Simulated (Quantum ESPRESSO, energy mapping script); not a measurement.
# MnS: energy mapping under PBE+U (3 eV), QE, GBRV, part 2 of 3

Aim: the exchange couplings of MnS from the energies of a few collinear orders, and the ordering temperature that they give.

PBE with U = 3 eV on Mn d, ortho-atomic projectors; plane waves, U on orthogonalised atomic orbitals unless named otherwise, collinear spin, no spin–orbit coupling.

So far. Step 3 (Run 2 (compensated +−; cell A, 4 atoms)): The run ends antiferromagnetic, 78.22 meV a magnetic atom below the parallel order of its cell. Step 4 (Order 3: parallel, cell B of 4 atoms): The run ends ferromagnetic. For each magnetic atom its energy differs from the parallel run of the first cell by 0.93 meV, an error that one common reference would have brought in.

The database entry behind the starting cell differs from later determinations by our own check (an axis about 0.2 % short against later determinations), so it need not match the best structure at ambient conditions.

## (5) Compensated +− start in cell B (4 atoms)

Level of this step: PBE with U = 3 eV on Mn d, ortho-atomic projectors, GBRV potentials (Quantum ESPRESSO).

This order reverses 8 of the 12 neighbours at 3.68 Å, 0 of the 6 neighbours at 5.21 Å and 16 of the 24 neighbours at 6.38 Å, counted for an average magnetic atom.

Contents of pw.in:

```
&control
  calculation = 'scf'
  prefix = 'pw'
  outdir = './tmp/'
  pseudo_dir = './pseudo/'
  verbosity = 'low'
/
&system
  ibrav = 0
  nat = 4
  ntyp = 3
  ecutwfc = 45
  ecutrho = 360
  nbnd = 33
  occupations = 'smearing'
  smearing = 'fd'
  degauss = 0.00367493
  nspin = 2
  starting_magnetization(1) = 0.3000
  starting_magnetization(2) = -0.3000
/
&electrons
  conv_thr = 1.0e-08
  electron_maxstep = 120
  mixing_beta = 0.3
  mixing_mode = 'plain'
/
ATOMIC_SPECIES
  Mn1 54.9380 Mn.upf
  Mn2 54.9380 Mn.upf
  S 32.0600 S.upf
CELL_PARAMETERS angstrom
  0.00000000 -2.60450000 -2.60450000
  0.00000000 2.60450000 -2.60450000
  5.20900000 0.00000000 0.00000000
ATOMIC_POSITIONS crystal
  Mn1 0.50000000 0.50000000 0.50000000
  Mn2 0.00000000 0.00000000 0.00000000
  S 0.50000000 0.50000000 0.00000000
  S 0.00000000 0.00000000 0.50000000
K_POINTS automatic
  6 6 4 0 0 0
HUBBARD {ortho-atomic}
U Mn1-3d 3
U Mn2-3d 3
```

Command:

```bash
$ OMP_NUM_THREADS=1 mpirun -n 8 pw.x -nk 8 -in pw.in > pw.out
```

The program printed:

```text
[banner, memory and clock lines left out]
Program PWSCF v.7.5 starts
[...]
unit-cell volume          =     476.9026 (a.u.)^3
     number of atoms/cell      =            4
[...]
number of electrons       =        42.00
     number of Kohn-Sham states=           33
     kinetic-energy cutoff     =      45.0000  Ry
     charge density cutoff     =     360.0000  Ry
[...]
The total energy is F=E-TS. E is the sum of the following terms:
     one-electron contribution =    -265.05118000 Ry
     hartree contribution      =     147.80959574 Ry
     xc contribution           =     -70.51709714 Ry
     ewald contribution        =    -282.98656422 Ry
     Hubbard energy            =       0.06859208 Ry
     total magnetization       =     0.00 Bohr mag/cell
     absolute magnetization    =     9.65 Bohr mag/cell
     convergence has been achieved in  12 iterations
[key lines of the parts left out:]
!    total energy              =    -470.67665428 Ry
the Fermi energy is    10.6287 ev
```

The job ended after 33 s (8 MPI ranks of Arm Neoverse N1, shared host; peak memory 0.94 GiB).

The run ends antiferromagnetic, 28.22 meV a magnetic atom below the parallel order of its cell.

## (6) Run 5 (parallel; cell C, 6 atoms)

A new cell needs its own zero of energy.

Contents of pw.in:

```
&control
  calculation = 'scf'
  prefix = 'pw'
  outdir = './tmp/'
  pseudo_dir = './pseudo/'
  verbosity = 'low'
/
&system
  ibrav = 0
  nat = 6
  ntyp = 2
  ecutwfc = 45
  ecutrho = 360
  nbnd = 54
  occupations = 'smearing'
  smearing = 'fd'
  degauss = 0.00367493
  nspin = 2
  starting_magnetization(1) = 0.3000
/
&electrons
  conv_thr = 1.5e-08
  electron_maxstep = 120
  mixing_beta = 0.3
  mixing_mode = 'plain'
/
ATOMIC_SPECIES
  Mn 54.9380 Mn.upf
  S 32.0600 S.upf
CELL_PARAMETERS angstrom
  0.00000000 2.60450000 2.60450000
  -2.60450000 0.00000000 -2.60450000
  -5.20900000 -5.20900000 5.20900000
ATOMIC_POSITIONS crystal
  Mn 0.00000000 0.00000000 0.00000000
  Mn 0.33333333 0.66666667 0.66666667
  Mn 0.66666667 0.33333333 0.33333333
  S 0.66666667 0.33333333 0.83333333
  S 0.00000000 0.00000000 0.50000000
  S 0.33333333 0.66666667 0.16666667
K_POINTS automatic
  7 7 3 0 0 0
HUBBARD {ortho-atomic}
U Mn-3d 3
```

The program printed:

```text
[banner, memory and clock lines left out]
Program PWSCF v.7.5 starts
[...]
unit-cell volume          =     715.3539 (a.u.)^3
     number of atoms/cell      =            6
[...]
number of electrons       =        63.00
     number of Kohn-Sham states=           54
     kinetic-energy cutoff     =      45.0000  Ry
     charge density cutoff     =     360.0000  Ry
[...]
The total energy is F=E-TS. E is the sum of the following terms:
     one-electron contribution =    -397.60680663 Ry
     hartree contribution      =     221.78080771 Ry
     xc contribution           =    -105.80075445 Ry
     ewald contribution        =    -424.47984633 Ry
     Hubbard energy            =       0.09764250 Ry
     total magnetization       =    15.00 Bohr mag/cell
     absolute magnetization    =    15.00 Bohr mag/cell
     convergence has been achieved in  11 iterations
[key lines of the parts left out:]
!    total energy              =    -706.00896668 Ry
the Fermi energy is    10.5146 ev
```

Run time: 55 s. Hardware: 8 MPI ranks; peak memory 1.3 GiB; 7.3 min of CPU time.

The run ends ferromagnetic. For each magnetic atom its energy differs from the parallel run of the first cell by 0.01 meV, an error that one common reference would have brought in.

## (7) Uncompensated ++− start in cell C (6 atoms)

This order reverses 4 of the 12 neighbours at 3.68 Å, 4 of the 6 neighbours at 5.21 Å and 12 of the 24 neighbours at 6.38 Å, counted for an average magnetic atom.

Changes to pw.in since step 6:

```diff
@@ -10,6 +10,6 @@
   nat = 6
-  ntyp = 2
+  ntyp = 3
   ecutwfc = 45
   ecutrho = 360
-  nbnd = 54
+  nbnd = 49
   occupations = 'smearing'
@@ -19,2 +19,3 @@
   starting_magnetization(1) = 0.3000
+  starting_magnetization(2) = -0.3000
 /
@@ -27,3 +28,4 @@
 ATOMIC_SPECIES
-  Mn 54.9380 Mn.upf
+  Mn1 54.9380 Mn.upf
+  Mn2 54.9380 Mn.upf
   S 32.0600 S.upf
@@ -34,5 +36,5 @@
 ATOMIC_POSITIONS crystal
-  Mn 0.00000000 0.00000000 0.00000000
-  Mn 0.33333333 0.66666667 0.66666667
-  Mn 0.66666667 0.33333333 0.33333333
+  Mn1 0.00000000 0.00000000 0.00000000
+  Mn1 0.33333333 0.66666667 0.66666667
+  Mn2 0.66666667 0.33333333 0.33333333
   S 0.66666667 0.33333333 0.83333333
@@ -43,2 +45,3 @@
 HUBBARD {ortho-atomic}
-U Mn-3d 3
+U Mn1-3d 3
+U Mn2-3d 3
```

The program printed:

```text
[banner, memory and clock lines left out]
Program PWSCF v.7.5 starts
[...]
unit-cell volume          =     715.3539 (a.u.)^3
     number of atoms/cell      =            6
[...]
number of electrons       =        63.00
     number of Kohn-Sham states=           49
     kinetic-energy cutoff     =      45.0000  Ry
     charge density cutoff     =     360.0000  Ry
[...]
The total energy is F=E-TS. E is the sum of the following terms:
     one-electron contribution =    -397.81232236 Ry
     hartree contribution      =     221.92848727 Ry
     xc contribution           =    -105.76829563 Ry
     ewald contribution        =    -424.47984633 Ry
     Hubbard energy            =       0.10971470 Ry
     total magnetization       =     5.00 Bohr mag/cell
     absolute magnetization    =    14.32 Bohr mag/cell
     convergence has been achieved in  12 iterations
[key lines of the parts left out:]
!    total energy              =    -706.02226236 Ry
the Fermi energy is    10.5434 ev
```

The job ended after 56 s (8 MPI ranks; peak memory 1.3 GiB).

The run ends ferrimagnetic, 60.32 meV a magnetic atom below the parallel order of its cell.

## (8) Parallel start in cell D (6 atoms)

A new cell needs its own zero of energy.

This run holds the same structure in another cell (b 3.683 → 5.209 Å, c 9.022 → 6.380 Å, α 90.0 → 114.1°, β 90.0 → 106.8°, γ 120.0 → 90.0°).

Contents of pw.in:

```
&control
  calculation = 'scf'
  prefix = 'pw'
  outdir = './tmp/'
  pseudo_dir = './pseudo/'
  verbosity = 'low'
/
&system
  ibrav = 0
  nat = 6
  ntyp = 2
  ecutwfc = 45
  ecutrho = 360
  nbnd = 54
  occupations = 'smearing'
  smearing = 'fd'
  degauss = 0.00367493
  nspin = 2
  starting_magnetization(1) = 0.3000
/
&electrons
  conv_thr = 1.5e-08
  electron_maxstep = 120
  mixing_beta = 0.3
  mixing_mode = 'plain'
/
ATOMIC_SPECIES
  Mn 54.9380 Mn.upf
  S 32.0600 S.upf
CELL_PARAMETERS angstrom
  0.00000000 -2.60450000 -2.60450000
  -5.20900000 0.00000000 0.00000000
  2.60450000 5.20900000 -2.60450000
ATOMIC_POSITIONS crystal
  Mn 0.66666667 0.66666667 0.33333333
  Mn 0.33333333 0.33333333 0.66666667
  Mn 0.00000000 0.00000000 0.00000000
  S 0.66666667 0.16666667 0.33333333
  S 0.33333333 0.83333333 0.66666667
  S 0.00000000 0.50000000 0.00000000
K_POINTS automatic
  6 6 6 0 0 0
HUBBARD {ortho-atomic}
U Mn-3d 3
```

The program printed:

```text
[banner, memory and clock lines left out]
Program PWSCF v.7.5 starts
[...]
unit-cell volume          =     715.3539 (a.u.)^3
     number of atoms/cell      =            6
[...]
number of electrons       =        63.00
     number of Kohn-Sham states=           54
     kinetic-energy cutoff     =      45.0000  Ry
     charge density cutoff     =     360.0000  Ry
[...]
The total energy is F=E-TS. E is the sum of the following terms:
     one-electron contribution =    -397.60595212 Ry
     hartree contribution      =     221.77974915 Ry
     xc contribution           =    -105.80056094 Ry
     ewald contribution        =    -424.47984633 Ry
     Hubbard energy            =       0.09765411 Ry
     total magnetization       =    15.00 Bohr mag/cell
     absolute magnetization    =    15.00 Bohr mag/cell
     convergence has been achieved in  10 iterations
[key lines of the parts left out:]
!    total energy              =    -706.00896828 Ry
the Fermi energy is    10.5002 ev
```

It took 1.9 min on 8 MPI ranks; peak memory 1.5 GiB.

The run ends ferromagnetic. For each magnetic atom its energy differs from the parallel run of the first cell by 0.01 meV, an error that one common reference would have brought in.

## (9) Uncompensated ++− start in cell D (6 atoms)

This order reverses 6.67 of the 12 neighbours at 3.68 Å, 2.67 of the 6 neighbours at 5.21 Å and 8 of the 24 neighbours at 6.38 Å, counted for an average magnetic atom.

Changes to pw.in since step 8:

```diff
@@ -10,6 +10,6 @@
   nat = 6
-  ntyp = 2
+  ntyp = 3
   ecutwfc = 45
   ecutrho = 360
-  nbnd = 54
+  nbnd = 49
   occupations = 'smearing'
@@ -19,2 +19,3 @@
   starting_magnetization(1) = 0.3000
+  starting_magnetization(2) = -0.3000
 /
@@ -27,3 +28,4 @@
 ATOMIC_SPECIES
-  Mn 54.9380 Mn.upf
+  Mn1 54.9380 Mn.upf
+  Mn2 54.9380 Mn.upf
   S 32.0600 S.upf
@@ -34,5 +36,5 @@
 ATOMIC_POSITIONS crystal
-  Mn 0.66666667 0.66666667 0.33333333
-  Mn 0.33333333 0.33333333 0.66666667
-  Mn 0.00000000 0.00000000 0.00000000
+  Mn1 0.66666667 0.66666667 0.33333333
+  Mn1 0.33333333 0.33333333 0.66666667
+  Mn2 0.00000000 0.00000000 0.00000000
   S 0.66666667 0.16666667 0.33333333
@@ -43,2 +45,3 @@
 HUBBARD {ortho-atomic}
-U Mn-3d 3
+U Mn1-3d 3
+U Mn2-3d 3
```

The program printed:

```text
[banner, memory and clock lines left out]
Program PWSCF v.7.5 starts
[...]
unit-cell volume          =     715.3539 (a.u.)^3
     number of atoms/cell      =            6
[...]
number of electrons       =        63.00
     number of Kohn-Sham states=           49
     kinetic-energy cutoff     =      45.0000  Ry
     charge density cutoff     =     360.0000  Ry
[...]
The total energy is F=E-TS. E is the sum of the following terms:
     one-electron contribution =    -397.73024084 Ry
     hartree contribution      =     221.84789844 Ry
     xc contribution           =    -105.76688906 Ry
     ewald contribution        =    -424.47984633 Ry
     Hubbard energy            =       0.10825538 Ry
     total magnetization       =     5.00 Bohr mag/cell
     absolute magnetization    =    14.30 Bohr mag/cell
     convergence has been achieved in  12 iterations
[key lines of the parts left out:]
!    total energy              =    -706.02082241 Ry
the Fermi energy is    10.6479 ev
```

Wall time 2.1 min (8 MPI ranks); peak memory 1.5 GiB.

The run ends ferrimagnetic, 53.79 meV a magnetic atom below the parallel order of its cell.

## (10) Order 9: parallel, cell E of 6 atoms

The parallel order again, as the reference for this cell.

This run holds the same structure in another cell (b 5.209 → 3.683 Å, c 6.380 → 8.236 Å, α 114.1 → 102.9°, β 106.8 → 102.9°).

Contents of pw.in:

```
&control
  calculation = 'scf'
  prefix = 'pw'
  outdir = './tmp/'
  pseudo_dir = './pseudo/'
  verbosity = 'low'
/
&system
  ibrav = 0
  nat = 6
  ntyp = 2
  ecutwfc = 45
  ecutrho = 360
  nbnd = 54
  occupations = 'smearing'
  smearing = 'fd'
  degauss = 0.00367493
  nspin = 2
  starting_magnetization(1) = 0.3000
/
&electrons
  conv_thr = 1.5e-08
  electron_maxstep = 120
  mixing_beta = 0.3
  mixing_mode = 'plain'
/
ATOMIC_SPECIES
  Mn 54.9380 Mn.upf
  S 32.0600 S.upf
CELL_PARAMETERS angstrom
  0.00000000 2.60450000 2.60450000
  0.00000000 2.60450000 -2.60450000
  -7.81350000 -2.60450000 0.00000000
ATOMIC_POSITIONS crystal
  Mn 0.00000000 0.00000000 0.00000000
  Mn 0.33333333 0.33333333 0.66666667
  Mn 0.66666667 0.66666667 0.33333333
  S 0.83333333 0.83333333 0.66666667
  S 0.16666667 0.16666667 0.33333333
  S 0.50000000 0.50000000 0.00000000
K_POINTS automatic
  6 6 6 0 0 0
HUBBARD {ortho-atomic}
U Mn-3d 3
```

The program printed:

```text
[banner, memory and clock lines left out]
Program PWSCF v.7.5 starts
[...]
unit-cell volume          =     715.3539 (a.u.)^3
     number of atoms/cell      =            6
[...]
number of electrons       =        63.00
     number of Kohn-Sham states=           54
     kinetic-energy cutoff     =      45.0000  Ry
     charge density cutoff     =     360.0000  Ry
[...]
The total energy is F=E-TS. E is the sum of the following terms:
     one-electron contribution =    -397.60691655 Ry
     hartree contribution      =     221.78132664 Ry
     xc contribution           =    -105.80101262 Ry
     ewald contribution        =    -424.47984633 Ry
     Hubbard energy            =       0.09764855 Ry
     total magnetization       =    15.00 Bohr mag/cell
     absolute magnetization    =    15.00 Bohr mag/cell
     convergence has been achieved in  11 iterations
[key lines of the parts left out:]
!    total energy              =    -706.00881604 Ry
the Fermi energy is    10.4989 ev
```

The job ended after 70 s (8 MPI ranks; peak memory 1.3 GiB).

The run ends ferromagnetic. For each magnetic atom its energy differs from the parallel run of the first cell by 0.70 meV, an error that one common reference would have brought in.

## (11) Order 10: uncompensated ++−, cell E of 6 atoms

This order reverses 5.33 of the 12 neighbours at 3.68 Å, 1.33 of the 6 neighbours at 5.21 Å and 16 of the 24 neighbours at 6.38 Å, counted for an average magnetic atom.

Changes to pw.in since step 10:

```diff
@@ -10,6 +10,6 @@
   nat = 6
-  ntyp = 2
+  ntyp = 3
   ecutwfc = 45
   ecutrho = 360
-  nbnd = 54
+  nbnd = 49
   occupations = 'smearing'
@@ -19,2 +19,3 @@
   starting_magnetization(1) = 0.3000
+  starting_magnetization(2) = -0.3000
 /
@@ -27,3 +28,4 @@
 ATOMIC_SPECIES
-  Mn 54.9380 Mn.upf
+  Mn1 54.9380 Mn.upf
+  Mn2 54.9380 Mn.upf
   S 32.0600 S.upf
@@ -34,5 +36,5 @@
 ATOMIC_POSITIONS crystal
-  Mn 0.00000000 0.00000000 0.00000000
-  Mn 0.33333333 0.33333333 0.66666667
-  Mn 0.66666667 0.66666667 0.33333333
+  Mn1 0.00000000 0.00000000 0.00000000
+  Mn1 0.33333333 0.33333333 0.66666667
+  Mn2 0.66666667 0.66666667 0.33333333
   S 0.83333333 0.83333333 0.66666667
@@ -43,2 +45,3 @@
 HUBBARD {ortho-atomic}
-U Mn-3d 3
+U Mn1-3d 3
+U Mn2-3d 3
```

The program printed:

```text
[banner, memory and clock lines left out]
Program PWSCF v.7.5 starts
[...]
unit-cell volume          =     715.3539 (a.u.)^3
     number of atoms/cell      =            6
[...]
number of electrons       =        63.00
     number of Kohn-Sham states=           49
     kinetic-energy cutoff     =      45.0000  Ry
     charge density cutoff     =     360.0000  Ry
[...]
The total energy is F=E-TS. E is the sum of the following terms:
     one-electron contribution =    -397.66833400 Ry
     hartree contribution      =     221.80191149 Ry
     xc contribution           =    -105.77556940 Ry
     ewald contribution        =    -424.47984633 Ry
     Hubbard energy            =       0.10477760 Ry
     total magnetization       =     5.00 Bohr mag/cell
     absolute magnetization    =    14.49 Bohr mag/cell
     convergence has been achieved in  12 iterations
[key lines of the parts left out:]
!    total energy              =    -706.01706132 Ry
the Fermi energy is    10.5721 ev
```

Wall time 70 s (8 MPI ranks); peak memory 1.3 GiB; 9.3 min of CPU time.

The run ends ferrimagnetic, 37.43 meV a magnetic atom below the parallel order of its cell.

(Continued in part 3 of 3.)

[Logs and program files are shortened in this print: banners, set-up blocks, solver, clock and traceback lines can be left out without a mark of their own.]

[Logs are printed without paths, hosts, clocks, repeated set-up lines and the standing remarks that a program may print on its own settings, such as how far it seeks lower states.]

[Hosts, paths, dates, database ids (printed as entryN), source tags and the programs' standing remarks are cut or masked in the printed files.]

[Where a cell is said to come from a database of computed structures, the database is the Materials Project.]
